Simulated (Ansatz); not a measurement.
**One crystal, many levels of theory: SnO2 (Pnnm)**

What gap does each level of theory give for SnO2 (Pnnm), and in what time?

Method: density functionals, hybrids and G0W0, plane waves, PAW, in Ansatz 0.2.0.

Report form: the programs' logs are mostly left out.

In doubt: masses and optical values from hybrid runs of this build are listed as unsure (steps 8, 9), which bears on the screening that GW takes from such a start.

### Step 1. The starting structure

It takes space group Pnnm (No. 58, orthorhombic). The conventional cell has a = 4.788 Å, b = 4.867 Å, c = 3.241 Å, α = 90.00°, β = 90.00°, γ = 90.00°. Nearest to Sn lie 6 O at 2.09 to 2.10 Å. Nearest to O lie 3 Sn at 2.09 to 2.10 Å. Farther neighbours and most contacts between anions are not listed.

The cell and positions are those that the Materials Project relaxed with its own functionals (PBE, PBE+U or r2SCAN), kept fixed. This is not the form that SnO2 usually takes at ambient conditions. At the settings of the band run the largest force is still 0.18 eV/Å.

The logs state that the PAW files were generated under PBE.

### Step 2. LDA on the 6×6×8 mesh

Levels along a band path and on the mesh show where this functional puts the band edges.

This step: DFT, LDA, plane waves, PAW; PAW set soft_1.

File input.yaml:

```yaml
crystal:
  lattice:
    - [4.788004, 0.0, 0.0]
    - [0.0, 4.866582, 0.0]
    - [0.0, 0.0, 3.240898]
  atoms:
    - { symbol: Sn, position: [0.5, 0.5, 0.5] }
    - { symbol: Sn, position: [0.0, 0.0, 0.0] }
    - { symbol: O, position: [0.291855, 0.321042, 0.0] }
    - { symbol: O, position: [0.791855, 0.178958, 0.5] }
    - { symbol: O, position: [0.208145, 0.821042, 0.5] }
    - { symbol: O, position: [0.708145, 0.678958, 0.0] }
kpoints:
  mp_grid: { grid: [6, 6, 8] }
  band_path:
    path:
      - [[0.0, 0.0, 0.0], [0.5, 0.0, 0.0], [0.5, 0.5, 0.0], [0.0, 0.5, 0.0], [0.0, 0.0, 0.0], [0.0, 0.0, 0.5], [0.5, 0.0, 0.5], [0.5, 0.5, 0.5], [0.0, 0.5, 0.5], [0.0, 0.0, 0.5]]
      - [[0.5, 0.0, 0.0], [0.5, 0.0, 0.5]]
      - [[0.0, 0.5, 0.0], [0.0, 0.5, 0.5]]
      - [[0.5, 0.5, 0.0], [0.5, 0.5, 0.5]]
    npoints: 10
hamiltonian:
  xc: lda
  pseudopotentials: { kind: paw, azcp: { folder: soft_1 }, xc_functional: pbe }
scf:
  occupations: { method: fermi_dirac, width: 0.02 }
  n_extra_bands: 6
output:
  eigenvalues: true
  forces: true
  stress: true
  write_density: true
  write_potential: true
  elf: true
  volumetric_format: npy
```

Command:

```
$ ansatz run input.yaml --threads 2 --pin off --max-ram 92160MiB --backend cuda --events-out ev --progress --plain --runs-dir out --devices 1 --max-vram 13GiB
```

It took 6.3 s on 1 × NVIDIA H100 80GB HBM3 (shared by 6 runs) with 2 threads of AMD EPYC 7R13 (Zen 3), shared host; peak memory 0.95 GiB; 8.7 s of CPU time.

This step gave:

```yaml
pressure: -11.45 GPa
filled_bands: 26
gap: 0.6752 eV
valence_top_at: k = (0.100, 0.000, 0.000)
conduction_bottom_at: Γ
least_direct_gap: 0.6861 eV
```

Over mesh and path the gap is 0.675 eV, from k = (0.100, 0.000, 0.000) to k = Γ. The least direct gap found is 0.686 eV, at k = Γ. The pressure in this cell is -11 GPa; the cell is kept.

### Step 3. LDA+SOC on the 6×6×8 mesh

This run has two-component orbitals with spin-orbit coupling.

This step: DFT, LDA with spin-orbit coupling, plane waves, PAW; PAW set soft_1.

input.yaml, the sections that differ from step 2:

```yaml
kpoints:
  mp_grid: { grid: [6, 6, 8] }
  band_path:
    path:
      - [0.0, 0.0, 0.0]
      - [0.5, 0.0, 0.0]
      - [0.5, 0.5, 0.0]
      - [0.0, 0.5, 0.0]
      - [0.0, 0.0, 0.5]
      - [0.5, 0.0, 0.5]
      - [0.5, 0.5, 0.5]
      - [0.0, 0.5, 0.5]
      - [0.1, 0.0, 0.0]
    npoints: 1
hamiltonian:
  xc: lda
  pseudopotentials: { kind: paw_fr, azcp: { folder: soft_1 }, xc_functional: pbe }
scf:
  occupations: { method: fermi_dirac, width: 0.02 }
  n_extra_bands: 12
magnetization:
  noncollinear: true
  spin_orbit: true
# crystal, output: as in step 2
```

It took 35 s on 1 × NVIDIA H100 80GB HBM3 (shared by 6 runs) with 2 threads; peak memory 1.2 GiB.

Numbers from this step:

| Item | Value |
| --- | --- |
| pressure | -11.49 GPa |
| gap | 0.6814 eV |
| valence top at | k = (0.100, 0.000, 0.000) |
| conduction bottom at | Γ |
| least direct gap | 0.6917 eV |

Over mesh and listed points the gap is 0.681 eV, from k = (0.100, 0.000, 0.000) to k = Γ. The least direct gap found is 0.692 eV, at k = Γ. The pressure in this cell is -11 GPa; the cell is kept. LDA+SOC against LDA: 0.681 − 0.675 = +0.006 eV, with the same mesh, set of files (read in its fully relativistic form for the spin-orbit run) and cutoff, and both edges at the same k points. The spin-orbit run sees mesh and listed points alone, so its gap is an upper bound: the coupling can move an edge off these points, and the change over the zone, its sign included where it is small, is not known.

### Step 4. r2SCAN on the 6×6×8 mesh

r2SCAN is a meta-GGA: it depends on the kinetic-energy density as well as on the density and its gradient.

This step: DFT, r2SCAN, plane waves, PAW; PAW set soft_1.

Edit input.yaml of step 3 so:

```diff
@@ -27,10 +27,7 @@
 hamiltonian:
-  xc: lda
-  pseudopotentials: { kind: paw_fr, azcp: { folder: soft_1 }, xc_functional: pbe }
+  xc: r2scan
+  pseudopotentials: { kind: paw, azcp: { folder: soft_1 } }
 scf:
-  occupations: { method: fermi_dirac, width: 0.02 }
-  n_extra_bands: 12
-magnetization:
-  noncollinear: true
-  spin_orbit: true
+  occupations: { method: fixed }
+  n_extra_bands: 6
 output:
```

The job ended after 12 s (1 × NVIDIA H100 80GB HBM3 (shared by 6 runs) with 2 threads; peak memory 1 GiB).

This step gave:

- pressure: -8.313 GPa
- gap: 1.412 eV
- valence top at: Γ
- conduction bottom at: Γ
- least direct gap: 1.412 eV

Over mesh and listed points the gap is 1.412 eV, direct, at k = Γ. The pressure in this cell is -8 GPa; the cell is kept. r2SCAN against LDA: 1.412 − 0.675 = +0.737 eV. The runs also differ in plane-wave cutoff (420 eV and 500 eV), and the valence top lies at another k point, so how much of this comes from the functional alone is not known.

### Step 5. HSE06 on the 4×4×4 mesh

HSE06 mixes in a quarter of exact exchange at short range.

This step: DFT, HSE06, plane waves, PAW; PAW set soft_1.

Edit input.yaml of step 4 so:

```diff
@@ -13,3 +13,3 @@
 kpoints:
-  mp_grid: { grid: [6, 6, 8] }
+  mp_grid: { grid: [4, 4, 4] }
   band_path:
@@ -27,3 +27,3 @@
 hamiltonian:
-  xc: r2scan
+  xc: hse06
   pseudopotentials: { kind: paw, azcp: { folder: soft_1 } }
@@ -34,7 +34 @@
   eigenvalues: true
-  forces: true
-  stress: true
-  write_density: true
-  write_potential: true
-  elf: true
-  volumetric_format: npy
```

Run time: 23 s. Hardware: 1 × NVIDIA H100 80GB HBM3 (shared by 6 runs) with 2 threads; peak memory 1.4 GiB; 24 s of CPU time.

Numbers from this step:

- gap: 2.426 eV
- valence top at: Γ
- conduction bottom at: Γ
- least direct gap: 2.426 eV
- exact-exchange fraction: 0.25

Over mesh and listed points the gap is 2.426 eV, direct, at k = Γ. HSE06 against LDA: 2.426 − 0.675 = +1.751 eV. The runs also differ in mesh (6×6×8 and 4×4×4), and the valence top lies at another k point, so how much of this comes from the functional alone is not known.

### Step 6. PBE0 on the 4×4×4 mesh

PBE0 mixes in a quarter of exact exchange at all distances.

This step: DFT, PBE0, plane waves, PAW; PAW set soft_1.

Edit input.yaml of step 5 so:

```diff
@@ -27,3 +27,3 @@
 hamiltonian:
-  xc: hse06
+  xc: pbe0
   pseudopotentials: { kind: paw, azcp: { folder: soft_1 } }
```

Elapsed: 28 s, on 1 × NVIDIA H100 80GB HBM3 (shared by 6 runs) with 2 threads; peak memory 1.4 GiB.

This step gave:

| Property | Result |
| --- | --- |
| gap | 3.137 eV |
| valence top at | Γ |
| conduction bottom at | Γ |
| least direct gap | 3.137 eV |
| exact-exchange fraction | 0.25 |

Over mesh and listed points the gap is 3.137 eV, direct, at k = Γ. PBE0 against HSE06: 3.137 − 2.426 = +0.711 eV, with the same mesh, files and cutoff, and both edges at the same k points.

### Step 7. G0W0@LDA, 4×4×6 mesh, 598 empty bands, screening to 230 eV, PAW set soft_1 files

G0W0 replaces the xc potential by a self-energy built once from the orbitals of the start. Levels are corrected in the window of bands that the input names, at points of the mesh.

This step: G0W0 on LDA, plane waves, PAW; PAW set soft_1.

File input.yaml:

```yaml
crystal:
  lattice:
    - [4.788004, 0.0, 0.0]
    - [0.0, 4.866582, 0.0]
    - [0.0, 0.0, 3.240898]
  atoms:
    - { symbol: Sn, position: [0.5, 0.5, 0.5] }
    - { symbol: Sn, position: [0.0, 0.0, 0.0] }
    - { symbol: O, position: [0.291855, 0.321042, 0.0] }
    - { symbol: O, position: [0.791855, 0.178958, 0.5] }
    - { symbol: O, position: [0.208145, 0.821042, 0.5] }
    - { symbol: O, position: [0.708145, 0.678958, 0.0] }
kpoints:
  mp_grid: { grid: [4, 4, 6] }
hamiltonian:
  xc: lda
  pseudopotentials: { kind: paw, azcp: { folder: soft_1 }, xc_functional: pbe }
scf:
  occupations: { method: fixed }
gw:
  n_empty_bands: 598
  ecut_chi: 230.0
  qp_bands: [v2, c2]
  qp_kpoints: band_edges
  screening: { model: contour_deformation }
```

The job ended after 72 s (1 × NVIDIA H100 80GB HBM3 (shared by 6 runs) with 2 threads; peak memory 4 GiB).

Numbers from this step:

- bands summed: 624
- RPA ε∞ on this mesh (eigenvalues): 5.140, 5.409, 5.435
- plane waves in the screening matrix: 583
- G0W0 gap over the corrected points: 1.950 eV
- k of the valence top: 0, 0, 0
- k of the conduction bottom: 0, 0, 0
- starting gap on the mesh: 0.6854 eV
- Z at the valence top: 0.7269
- Z at the conduction bottom: 0.7902
- least direct G0W0 gap over the corrected points: 1.950 eV

Over 14 of 36 irreducible mesh points the G0W0 gap is 1.950 eV, direct, at k = Γ. The LDA gap of this run on the mesh is 0.685 eV. The two states that bound the G0W0 gap lie that far apart at the start, so the correction of the gap is 1.950 − 0.685 = +1.265 eV.

### Step 8. G0W0@HSE06, 4×4×6 mesh, 277 empty bands, screening to 138 eV, PAW set soft_1 files

This step: G0W0 on HSE06, plane waves, PAW; PAW set soft_1.

Edit input.yaml of step 7 so:

```diff
@@ -15,4 +15,4 @@
 hamiltonian:
-  xc: lda
-  pseudopotentials: { kind: paw, azcp: { folder: soft_1 }, xc_functional: pbe }
+  xc: hse06
+  pseudopotentials: { kind: paw, azcp: { folder: soft_1 } }
 scf:
@@ -20,4 +20,4 @@
 gw:
-  n_empty_bands: 598
-  ecut_chi: 230.0
+  n_empty_bands: 277
+  ecut_chi: 138
   qp_bands: [v2, c2]
```

Run time: 2 min. Hardware: 1 × NVIDIA H100 80GB HBM3 (shared by 6 runs) with 2 threads; peak memory 2.2 GiB; 2.6 min of CPU time.

Numbers from this step:

* bands summed: 303
* RPA ε∞ on this mesh (eigenvalues): 3.518, 3.547, 3.842
* plane waves in the screening matrix: 275
* G0W0 gap over the corrected points: 2.958 eV
* k of the valence top: 0, 0, 0
* k of the conduction bottom: 0, 0, 0
* starting gap on the mesh: 2.425 eV
* Z at the valence top: 0.7788
* Z at the conduction bottom: 0.8465
* least direct G0W0 gap over the corrected points: 2.958 eV

Over 15 of 36 irreducible mesh points the G0W0 gap is 2.958 eV, direct, at k = Γ. The HSE06 gap of this run on the mesh is 2.425 eV. The two states that bound the G0W0 gap lie that far apart at the start, so the correction of the gap is 2.958 − 2.425 = +0.533 eV. G0W0@HSE06 against G0W0@LDA with 303 bands (a further run, in the table below): 2.958 − 1.930 = +1.028 eV, with the same mesh, files and cutoffs, and both edges at the same k points.

### Step 9. G0W0@PBE0, 4×4×6 mesh, 277 empty bands, screening to 138 eV, PAW set soft_1 files

This step: G0W0 on PBE0, plane waves, PAW; PAW set soft_1.

Edit input.yaml of step 8 so:

```diff
@@ -15,3 +15,3 @@
 hamiltonian:
-  xc: hse06
+  xc: pbe0
   pseudopotentials: { kind: paw, azcp: { folder: soft_1 } }
```

Wall time 78 s (1 × NVIDIA H100 80GB HBM3 (shared by 6 runs) with 2 threads); peak memory 2.2 GiB; 76 s of CPU time.

This step gave:

```
bands summed                                    : 303
RPA ε∞ on this mesh (eigenvalues)               : 3.314, 3.340, 3.630
plane waves in the screening matrix             : 275
G0W0 gap over the corrected points              : 3.172 eV
k of the valence top                            : 0, 0, 0
k of the conduction bottom                      : 0, 0, 0
starting gap on the mesh                        : 3.130 eV
Z at the valence top                            : 0.7910
Z at the conduction bottom                      : 0.8556
least direct G0W0 gap over the corrected points : 3.172 eV
```

Over 16 of 36 irreducible mesh points the G0W0 gap is 3.172 eV, direct, at k = Γ. The PBE0 gap of this run on the mesh is 3.130 eV. The two states that bound the G0W0 gap lie that far apart at the start, so the correction of the gap is 3.172 − 3.130 = +0.042 eV. G0W0@PBE0 against G0W0@HSE06 with 303 bands: 3.172 − 2.958 = +0.214 eV, with the same mesh, files and cutoffs, and both edges at the same k points. The program's warnings for this run: coarse exchange mesh.

### Step 10. Gap and time by level

Each gap is the least one over the points named; times are wall times on shared hosts, not benchmarks. A G0W0 time includes the run's own self-consistent start. Runs with listed points see these and the mesh alone, so an edge that moves elsewhere is missed. Rows marked * are further runs, not shown as steps, whose inputs differ from the G0W0 step on the same start in the columns given; solver thresholds can differ too.

```csv
level,mesh,"files, cutoff","bands summed, screening",points,gap (eV),valence top,conduction bottom,least direct gap (eV),time
LDA,6×6×8,"soft_1 PAW, 420 eV",-,mesh and path,0.675,"(0.100, 0.000, 0.000)",Γ,0.686,6.3 s
LDA+SOC,6×6×8,"soft_1 PAW, 420 eV",-,mesh and listed points,0.681,"(0.100, 0.000, 0.000)",Γ,0.692,35 s
r2SCAN,6×6×8,"soft_1 PAW, 500 eV",-,mesh and listed points,1.412,Γ,Γ,1.412,12 s
HSE06,4×4×4,"soft_1 PAW, 420 eV",-,mesh and listed points,2.426,Γ,Γ,2.426,23 s
PBE0,4×4×4,"soft_1 PAW, 420 eV",-,mesh and listed points,3.137,Γ,Γ,3.137,28 s
G0W0@LDA*,4×4×6,"soft_1 PAW, 420 eV","124, 69 eV",14 of 36 irreducible mesh points,1.873,Γ,Γ,1.873,28 s
G0W0@LDA*,4×4×6,"soft_1 PAW, 420 eV","303, 138 eV",14 of 36 irreducible mesh points,1.930,Γ,Γ,1.930,88 s
G0W0@LDA,4×4×6,"soft_1 PAW, 420 eV","624, 230 eV",14 of 36 irreducible mesh points,1.950,Γ,Γ,1.950,72 s
G0W0@LDA*,4×4×4,"soft_1 PAW, 420 eV","303, 138 eV",15 of 27 irreducible mesh points,1.909,Γ,Γ,1.909,53 s
G0W0@HSE06,4×4×6,"soft_1 PAW, 420 eV","303, 138 eV",15 of 36 irreducible mesh points,2.958,Γ,Γ,2.958,2 min
G0W0@PBE0,4×4×6,"soft_1 PAW, 420 eV","303, 138 eV",16 of 36 irreducible mesh points,3.172,Γ,Γ,3.172,78 s
```

### Step 11. What came out

```yaml
lda_over_mesh_and_path: 0.675 eV
lda_soc_over_mesh_and_listed_points: 0.681 eV
r2scan_over_mesh_and_listed_points: 1.412 eV
hse06_over_mesh_and_listed_points: 2.426 eV
pbe0_over_mesh_and_listed_points: 3.137 eV
g0w0_lda_624_bands_4x4x6_over_14_of_36_irreducible_mesh_points: 1.950 eV
g0w0_hse06_over_15_of_36_irreducible_mesh_points: 2.958 eV
g0w0_pbe0_over_16_of_36_irreducible_mesh_points: 3.172 eV
known_limits: finite bands, screening cutoff and k mesh; no spin-orbit coupling in G0W0
```

The rows run from 0.675 eV (LDA) to 3.172 eV (G0W0@PBE0). They differ in mesh, plane-wave cutoff, bands and screening cutoff of G0W0 and the points over which the gap was sought as well as in level, so only pairs that share these are like for like. LDA+SOC against LDA: 0.681 − 0.675 = +0.006 eV, with the same mesh, set of files (read in its fully relativistic form for the spin-orbit run) and cutoff, and both edges at the same k points. The spin-orbit run sees mesh and listed points alone, so its gap is an upper bound: the coupling can move an edge off these points, and the change over the zone, its sign included where it is small, is not known. PBE0 against HSE06: 3.137 − 2.426 = +0.711 eV, with the same mesh, files and cutoff, and both edges at the same k points. G0W0@HSE06 against G0W0@LDA with 303 bands: 2.958 − 1.930 = +1.028 eV, with the same mesh, files and cutoffs, and both edges at the same k points. G0W0@PBE0 against G0W0@HSE06 with 303 bands: 3.172 − 2.958 = +0.214 eV, with the same mesh, files and cutoffs, and both edges at the same k points. G0W0@LDA (624 bands, 4×4×6) moves the gap of its own start on the mesh by 1.950 − 0.685 = +1.265 eV, between the same two levels. Over mesh and path, LDA puts the valence top at k = (0.100, 0.000, 0.000), where no G0W0 correction was computed. The G0W0 gap over the whole zone is therefore not known from this run; at its settings it can only be equal to or under the 1.950 eV found, and no correction is carried over from another point. For the start itself the gap is 0.675 eV over mesh and path and 0.685 eV on the mesh of the G0W0 run, in runs that differ in mesh (6×6×8 and 4×4×6). G0W0@HSE06 moves the gap of its own start on the mesh by 2.958 − 2.425 = +0.533 eV, between the same two levels. Both edges that HSE06 shows over mesh and listed points lie at k points where levels were corrected. Levels at other points were not corrected, so a lower G0W0 gap elsewhere in the zone is not ruled out. G0W0@PBE0 moves the gap of its own start on the mesh by 3.172 − 3.130 = +0.042 eV, between the same two levels. Both edges that PBE0 shows over mesh and listed points lie at k points where levels were corrected. Levels at other points were not corrected, so a lower G0W0 gap elsewhere in the zone is not ruled out. What spin-orbit coupling does to the G0W0 levels was not computed, so no sum with the G0W0 gap is formed. For G0W0@LDA: from 124 bands and 69 eV to 624 bands and 230 eV the gap moves by 1.950 − 1.873 = +0.077 eV (rung by rung 1.873, 1.930, 1.950 eV); bands and screening cutoff rise together, so their parts are not told apart. A line in one over the bands through the two highest rungs gives 1.950 + (1.950 − 1.930) × 303 / (624 − 303) = 1.969 eV, and through the pair below 1.930 + (1.930 − 1.873) × 124 / (303 − 124) = 1.969 eV. The two agree within 0.03 eV and the same two states bound the gap in each rung, so 1.969 eV is taken as an estimate of the limit on this mesh. The other G0W0 rows are shown at one basis each (303 bands), so their distance from the limit is not known here. With the 4×4×4 mesh in place of the 4×4×6 mesh and all else as in the G0W0@LDA row with 303 bands, the gap differs by 1.909 − 1.930 = −0.021 eV, and that of the start by 0.684 − 0.685 = −0.001 eV. For G0W0@PBE0: the program's warnings for this run: coarse exchange mesh. The G0W0 runs are scalar-relativistic. G0W0@LDA runs of this series with other atomic data on the same mesh, not shown as steps, give 1.967 eV (hard PAW, 930 eV, 311 bands, screening to 138 eV; the table's row with the same empty bands and screening cutoff has 1.930 eV); where bands and cutoffs differ too, the part of the files is not isolated.

[Paths, hosts, dates, memory and timing lines, banners, echoed tables and standing remarks are left out of the program output.]

[Logs are printed without paths, hosts, clocks, repeated set-up lines and the standing remarks that a program may print on its own settings, such as how far it seeks lower states.]

[Runs of the session that timed out or met a known fault of the program may be left out.]

[Cells called generated may have been cut or substituted from an entry of the Crystallography Open Database or the Materials Project.]

[Hosts, paths, dates, database ids (printed as entryN), source tags and the programs' standing remarks are cut or masked in the printed files.]

[Where an RPA ε∞ is given, it is that of the G0W0 mesh and is not shown converged in it. Names of k-points follow the symmetry that the program found, which can be lower than the space group named. Band edges on a path are those of the sampled points; other points can move an edge, and change direct to indirect where valleys lie close.]

[Hybrid gaps are those of their k-mesh and are not shown converged in it.]
